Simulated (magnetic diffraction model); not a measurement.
# Magnetic neutron pattern of Ce4In16Co3

Space group P4/mmm (no. 123), a = 6.5020 Å, c = 11.7790 Å.

| site | atom | x | y | z |
| --- | --- | --- | --- | --- |
| 4i | Ce | 0 | 1/2 | 0.1934 |
| 2g | In | 0 | 0 | 0.2153 |
| 2h | In | 1/2 | 1/2 | 0.1937 |
| 4j | In | 0.2779 | 0.7221 | 0 |
| 8r | In | 0.7510 | 0.2490 | 0.3843 |
| 1a | Co | 0 | 0 | 0 |
| 2e | Co | 0 | 1/2 | 1/2 |

This is a made-up structure (elements placed in a structure type, unrelaxed), so the numbers test the method and describe no known phase.

Only Ce is taken to order (form factors of Ce3+); orders and moment sizes are assumed, and not adapted to the symmetry. Radiation: neutrons of λ = 4.2 Å, 5° to 100°; isotropic B of 0.39 Å² (Ce), 0.48 Å² (In) and 0.53 Å² (Co). Simulated constant-wavelength pattern: nuclear and magnetic terms add, the magnetic one as |2.695 fm × Σ f S⊥ exp(2πi Q·r) exp(−B s²)|², summed over all Q at one angle with the factor 1/(sin²θ cos θ). For collinear order S is the moment m, which repeats by lattice and centring translations R with the sign exp(−2πi k·R). Free-ion form factors, Sears's scattering lengths of 1992, no absorption; a label names one of the reflections at its angle. The strongest nuclear line in the range is 100, and lines under 0.2 are left out.

Assume the order k = (0 0 0), collinear moments along [010], 1.7 μB on Ce; signs + at (0, 1/2, 0.1934), + at (1/2, 0, 0.1934), + at (0, 1/2, 0.8066), + at (1/2, 0, 0.8066).

Q: Where does magnetic intensity appear, and how strong is it?

```csv
2θ (°),index,nuclear,magnetic
20.54,(0 0 1),0.1,7.6
41.78,(0 0 2),0.0,9.1
43.30,(1 0 1),0.5,0.0
54.36,(1 1 0),1.7,9.7
57.51,(1 0 2),0.3,0.0
58.72,(1 1 1),3.8,2.3
64.67,(0 0 3),0.3,5.5
70.83,(1 1 2),0.1,9.8
77.34,(1 0 3),0.3,0.0
80.47,(2 0 0),0.8,5.1
84.15,(2 0 1),22.3,1.2
89.39,(1 1 3),11.0,10.8
92.47,(2 1 0),1.6,0.0
95.09,(2 0 2),100.0,5.9
96.13,(2 1 1),2.2,0.0
```

The strongest magnetic line in the range is (1 1 3) at 89.39° (10.8). On top of the Lorentz factor, which all lines share, magnetic lines fade with angle because f falls: for Ce3+ it is 0.96, 0.86, 0.71 and 0.43 at sin θ/λ = 0.1, 0.2, 0.3 and 0.5 Å⁻¹, while nuclear lengths stay constant. The net moment is 6.80 μB a primitive cell.

[Logs are printed without paths, hosts, clocks, repeated set-up lines and the standing remarks that a program may print on its own settings, such as how far it seeks lower states.]
